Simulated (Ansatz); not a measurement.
**H_O in SiO2 (P4_2/mnm): charge-transition levels and formation energies**

Aim: at which Fermi levels does H_O in SiO2 (P4_2/mnm) change its charge? The model is a cell of 96 host atoms with 1 O taken out and 1 H put in.

Program: Ansatz 0.2.0. Level of theory: place-levels on r2SCAN runs: charge-transition levels and formation energies with image-charge correction and potential alignment at the atomic sites; PAW set soft_1. Results are calculated unless marked as measured.

This is a report of a sequence of runs, with most program output left out.

### Step 1. The structure

The cell holds 96 atoms: 32 Si, 63 O and 1 H. Cell: a = 9.926 Å, b = 9.926 Å, c = 11.836 Å, α = 53.4°, β = 53.4°, γ = 73.2°. It derives from SiO2 (space group P4_2/mnm). Nearest the centre at fractional (0.528, 0.722, 0.375): H81 at 0.00 Å, Si74 at 1.76 Å, Si85 at 1.76 Å, Si28 at 1.81 Å, O83 at 2.30 Å, O44 at 2.53 Å, O53 at 2.53 Å, O30 at 2.53 Å.

The host's dielectric constants go in as inputs: (3.41, 3.41, 3.58) for the electrons alone, (11.60, 11.60, 9.01) with the ions, computed on the host (DFPT, PBEsol, on the r2SCAN cell), and a cell off the functional's own equilibrium shifts the ionic part.

The cell's shortest repeat is 9.9 Å.

### Step 2. The runs of each charge state

A transition level is the Fermi level at which two charge states cost the same, so each charge needs its own total energy, at its own relaxed structure.

Each atom starts 0.05 Å or so off its site in a random direction: a symmetric start keeps its symmetry, and would miss off-centre moves and Jahn–Teller distortions. Forces are taken at one point at (¼, ¼, ¼). The cell holds 1 electron more than the neutral one, with a uniform background that keeps it neutral on the whole.

The sampling was tested on the host first: at the k-points planned (1x1x1 shifted 0.25 0.25 0.25) its energy lies 0.004 eV an atom from the dense-mesh value, under the bound of 0.02 eV set for this test; that bounds the host's error, not the defect's.

One state's input; the others differ in charge, spin, start and seed, and in occupations where the table says so.

qm1.relax/input.yaml

```yaml
crystal:
  lattice:
    - [0.0, 4.18479536, 2.66840475]
    - [4.18479536, 0.0, 2.66840475]
    - [4.18479536, 4.18479536, 0.0]
  atoms:
    - { symbol: Si, position: [0.0, 0.0, 0.0] }
    - { symbol: Si, position: [0.5, 0.5, 0.5] }
    - { symbol: Si, position: [0.25, 0.25, 0.25] }
    - { symbol: Si, position: [0.75, 0.75, 0.75] }
    - { symbol: O, position: [0.0, 0.0, 0.30610335] }
    - { symbol: O, position: [0.5, 0.5, 0.80610335] }
    - { symbol: O, position: [0.0, 0.0, 0.69389665] }
    - { symbol: O, position: [0.5, 0.5, 0.19389665] }
    - { symbol: O, position: [0.05610335, 0.44389665, 0.75] }
    - { symbol: O, position: [0.55610335, 0.94389665, 0.25] }
    - { symbol: O, position: [0.44389665, 0.05610335, 0.75] }
    - { symbol: O, position: [0.94389665, 0.55610335, 0.25] }
  supercell: [2, 2, 2]
  defects: [{ substitution: { at: 80, symbol: H } }]
total_charge: -1
basis:
  ecutwfc: 500
  xc_grid: 2
hamiltonian:
  xc: r2scan
  pseudopotentials: { kind: paw, azcp: { folder: soft_1 } }
kpoints:
  mp_grid: { grid: [1, 1, 1], shift: [0.25, 0.25, 0.25] }
scf:
  occupations: { method: fixed }
  max_iter: 60
output:
  forces: true
  charged_corrections: { epsilon: [3.41, 3.41, 3.58], static_epsilon: [11.6, 11.6, 9.01] }
relax:
  f_tol: 0.02
  max_steps: 80
  random_displacement: { amplitude: 0.05, seed: 784 }
checkpoint:
  write: "../qm1.relax.run"
  compress: false
  write_wavefunctions: true
  write_every: 100000
```

Started as:

```sh
$ ansatz run input.yaml --threads 8 --pin off --max-ram 22609MiB --backend cpu --events-out ev --progress --plain --runs-dir out
```

Defect states can disperse in a cell of this size, so the energy is taken again at a 2×2×2 shifted mesh, on the relaxed structure.

The run of this state that the levels use, under r2SCAN:

qm1.point/input.yaml

```yaml
crystal:
  checkpoint: "../qm1.relax.run"
  host: checkpoint
total_charge: -1
basis:
  ecutwfc: 500
  xc_grid: 2
hamiltonian:
  xc: r2scan
  pseudopotentials: { kind: paw, azcp: { folder: soft_1 } }
kpoints:
  mp_grid: { grid: [2, 2, 2], shift: [0.5, 0.5, 0.5] }
scf:
  occupations: { method: fermi_dirac, width: 0.01 }
  max_iter: 60
output:
  forces: true
  eigenvalues: true
  charged_corrections:
    epsilon: [3.41, 3.41, 3.58]
    static_epsilon: [11.6, 11.6, 9.01]
    defect_position: [0.528052, 0.721948, 0.375]
  eigenstates: { localisation: true }
  populations: true
  band_densities: [{ bands: [v1, v1] }, { bands: [c1, c1] }]
  write_density: true
  write_potential: true
  volumetric_format: npy
checkpoint:
  read: "../qm1.relax.run"
  write: "../qm1.point.run"
  compress: false
  write_wavefunctions: false
  write_every: 100000
```

Relaxations under r2SCAN at one point at (¼, ¼, ¼); times on 8 threads of Arm Neoverse V2, shared host:

```csv
charge,moment (μB),occupations,outcome,steps,largest displacement against the far atoms (Å),time
−1,0,fixed,converged,10,0.57,2.6 min
0,1,fixed,converged,8,0.36,4.1 min
+1,0,fixed,converged,6,0.21,74 s
+2,1,fixed,converged,8,0.21,3.2 min
```

Single points under r2SCAN at a 2×2×2 shifted mesh; times on 8 threads of Arm Neoverse V2, shared host:

```csv
charge,moment (μB),occupations,outcome,time
−1,0,fermi-dirac,converged,82 s
0,1,fermi-dirac,converged,3.5 min
+1,0,fermi-dirac,converged,82 s
+2,1,fermi-dirac,converged,3.5 min
```

Distances (Å) from H81 to the nearest atoms after relaxation with r2SCAN:

```csv
charge,moment (μB),1.,2.,3.,4.,5.,6.
−1,0,Si 1.39,Si 2.14,Si 2.14,O 2.26,O 2.26,O 2.26
0,1,Si 1.54,Si 2.05,Si 2.06,O 2.33,O 2.33,O 2.33
+1,0,Si 1.75,Si 1.75,Si 2.14,O 2.18,O 2.44,O 2.44
+2,1,Si 1.75,Si 1.75,Si 2.15,O 2.18,O 2.44,O 2.44
```

### Step 3. place-levels, r2SCAN

A charged cell interacts with its images and the background, and its potential has another zero than the host's. place-levels removes the first by a point-charge model, screened by the static dielectric constant since the ions have relaxed around the charge, and the second by comparing potentials at atoms far from the defect.

The host is a run of the defect-free crystal in the same cutoffs, grids and k-points, so that basis and sampling errors cancel in part in the differences. Its band edges come from a run of the primitive cell that searches the zone for them. The host is run in a cell of 48 atoms on a matching mesh. Chemical potentials are energies per atom of O (O2 molecule) and H (H2 molecule), run with the same functional and cutoff.

levels.point.yaml

```yaml
host:
  run: host.point.run
  levels_from: { run: edges.point.run }
states: [qm1.point.run, q0_M1.point.run, qp1.point.run, qp2_M1.point.run]
geometry_from:
  qm1.point.run: qm1.relax.run
  q0_M1.point.run: q0_M1.relax.run
  qp1.point.run: qp1.relax.run
  qp2_M1.point.run: qp2_M1.relax.run
  host.point.run: host.relax.run
chemical_potentials:
  O:
    energy: -565.989614
    dataset: <sha256 of the dataset>
  H:
    energy: -15.945394
    dataset: "<sha256 of the dataset>"
epsilon: [3.41, 3.41, 3.58]
static_epsilon: [11.6, 11.6, 9.01]
vertical:
  - { from: qm1.point.run, to: qm1.point_neutral.run }
  - { from: qp1.point.run, to: qp1.point_neutral.run }
  - { from: qp2_M1.point.run, to: qp2_M1.point_neutral.run }
```

Started as:

```sh
$ ansatz place-levels levels.point.yaml -- --threads 8 --pin off --max-ram 22609MiB
```

Run time: 0.52 s. Hardware: 8 threads of Arm Neoverse V2, shared host.

Levels between the charges placed, in eV above the valence top:

```csv
,gap (eV),(+2/+1),(+1/0),(0/−1)
r2SCAN,6.53,0.00,4.54,4.25
```

Corrections by state:

```csv
charge,moment (μB),image terms and alignment (eV),band filling (eV),ε used,"over the lowest of its charge, as the program ranks them, band filling apart (eV)"
+2,1.0,0.386,-0.695,"principal values (9.01, 11.60, 11.60)",0.000
+1,0.0,0.085,-,"principal values (9.01, 11.60, 11.60)",0.000
0,1.0,0.000,-,-,0.000
−1,0.0,0.288,-,"principal values (9.01, 11.60, 11.60)",0.000
```

The charged structures listed were also run neutral, and place-levels reads from each pair, by the potential or the spins, how wide the charge is by which they differ; that can be the carrier of either run.

```csv
charge,rms radius (Å),spread where it is widest against the cell (Å),wide from (Å),reading
+2,3.4,2.13,1.37,wide
+1,1.9,1.16,1.37,narrow
−1,1.4,0.91,1.37,narrow
```

The neutral runs of these pairs need not share the spin of the lowest neutral state, and very wide values only mean spread over the cell.

From the program's caveats on the states, each cut to its opening words:

- charge +2 (1 μB): it parts from the run at its places by a charge that spreads by about 2.1 Å along one vector (1.4 Å or more is wide), by its potential at epsilon [3.41, 3.41, [...]
- charge +2 (1 μB): a band-filling correction moves a carrier to the host's band edge, which changes its energy by -0.695 eV
- charge +2 (1 μB): its alignment with the host at atomic sites is doubtful: the mean over the far sites moves by +0.0792 eV from their farther parts to their nearer, more than [...]
- charge +2 (1 μB): its moments are held at its close (magnetization.spin_locking), by a field of 0.139 eV a Bohr magneton, and its energy and levels are of the state that this [...]
- charge +2 (1 μB), 0 (1 μB): flagged: stability check not made

Chemical potentials of the elements' reference phases, run alike. Formation energy by charge state (elemental references; gap 6.53 eV):

```csv
charge,at valence top (eV),at conduction bottom (eV),correction included (eV)
+2,3.28,16.34,-0.31
+1,3.28,9.81,0.08
0,7.82,7.82,0.00
−1,12.07,5.54,0.29
```

```
Fermi level (eV)  lowest formation energy (eV)
            0.00                          3.28
            0.59                          3.87
            1.19                          4.46
            1.78                          5.05
            2.37                          5.65
            2.97                          6.24
            3.56                          6.84
            4.16                          7.43
            4.75                          7.32
            5.34                          6.73
            5.94                          6.13
            6.53                          5.54
```

### Step 4. Effect of the sampling

The relaxations' own energies give the levels at their sampling, for comparison.

levels.relax_mesh.yaml

```yaml
host:
  run: host.relax.run
  levels_from: { run: edges.relax.run }
states: [qm1.relax.run, q0_M1.relax.run, qp1.relax.run, qp2_M1.relax.run]
chemical_potentials:
  O:
    energy: -565.989614
    dataset: <sha256 of the dataset>
  H:
    energy: -15.945394
    dataset: "<sha256 of the dataset>"
```

Started as:

```sh
$ ansatz place-levels levels.relax_mesh.yaml -- --threads 8 --pin off --max-ram 22609MiB
```

It took 0.17 s on 8 threads.

Levels between neighbouring charges, in eV above the valence top:

```csv
,gap (eV),(+2/+1),(+1/0),(0/−1)
"one point at (¼, ¼, ¼)",6.53,-0.01,4.57,4.27
a 2×2×2 shifted mesh,6.53,0.00,4.54,4.25
```

Going from one point at (¼, ¼, ¼) to a 2×2×2 shifted mesh moves the levels that carry no band-filling term by up to 0.02 eV and formation energies against the elements by up to 0.06 eV; band-filling terms, which differ between samplings, are in these energies.

### Step 5. Another choice

The levels are placed again with one choice changed, to see how much they rest on it.

levels.try0.yaml is levels.point.yaml with these lines changed:

```diff
-static_epsilon: [11.6, 11.6, 9.01]
+static_epsilon: [3.41, 3.41, 3.58]
```

Started as:

```sh
$ ansatz place-levels levels.try0.yaml -- --threads 8 --pin off --max-ram 22609MiB
```

The change: the electronic dielectric constant for relaxed ions.

Levels in eV above the valence top; the changed ones are not the defect's:

```csv
,gap (eV),(+2/+1),(+1/0),(0/−1)
changed,6.53,0.00,4.25,4.56
as set up,6.53,0.00,4.54,4.25
```

The largest shift is 0.31 eV, band-filling terms included.

### Step 6. What came out

* gap of the host: 6.53 eV (r2SCAN)
* level (plus 2/plus 1): 0.00 eV below the valence top (-0.70 eV above the valence top without the band-filling term)
* level (plus 1/0): 4.54 eV above the valence top, not a change between lowest states
* level (0/minus 1): 4.25 eV above the valence top, not a change between lowest states
* level (plus 1/minus 1): 4.40 eV above the valence top
* lowest of the charges placed, just above the valence top (0.02 eV): +1
* lowest of the charges placed, just below the conduction bottom (0.02 eV): −1
* lowest formation energy at mid-gap of the charges run, elemental references: 6.54 eV

**Reading.** Of the charges placed (−1, 0, +1 and +2), the lowest changes at 4.40 eV (+1/−1) above the valence top, in a gap of 6.53 eV. (+1/−1) passes over charge 0, which lies 0.15 eV above the two there; a lower structure or spin state of it, if missed, would change that. Charges below −1 were not placed, so these runs say nothing of levels that involve them. States placed: +2 at 1 μB; +1 at 0 μB; 0 at 1 μB; −1 at 0 μB. Other spin states or structures, where not listed, weren't placed. The program finds carriers beyond a band edge of the host and adds a band-filling term at charge +2 (-0.70 eV); steps to such a charge show no bound level, and a defect level inside a band would be read the same way. H is taken at its element; compounds, which aren't counted here, bound the chemical potentials and would shift these formation energies. Going from one point at (¼, ¼, ¼) to a 2×2×2 shifted mesh moves the levels that carry no band-filling term by up to 0.02 eV and formation energies against the elements by up to 0.06 eV; band-filling terms, which differ between samplings, are in these energies. The program doubts the alignment of potentials for at least one state, a sign that the cell is small. Limits: r2SCAN makes the gap too small and tends to spread out bound carriers; where a gas molecule sets a chemical potential or the host's formation energy, its binding is uncorrected.

[Logs are printed without paths, hosts, clocks, repeated set-up lines and the standing remarks that a program may print on its own settings, such as how far it seeks lower states.]

[Hosts, paths, dates, database ids (printed as entryN), source tags and the programs' standing remarks are cut or masked in the printed files.]

[Where a table of states has a column of steps, it counts the stored structures, which are thinned; the runs took as many ionic steps or more.]

[A defect's name tells the site on which it was built; relaxed atoms can leave that site.]

[For some hosts the program warned that the k-mesh of the response run may be too coarse for force constants and the static dielectric constant; such warnings are not shown here.]
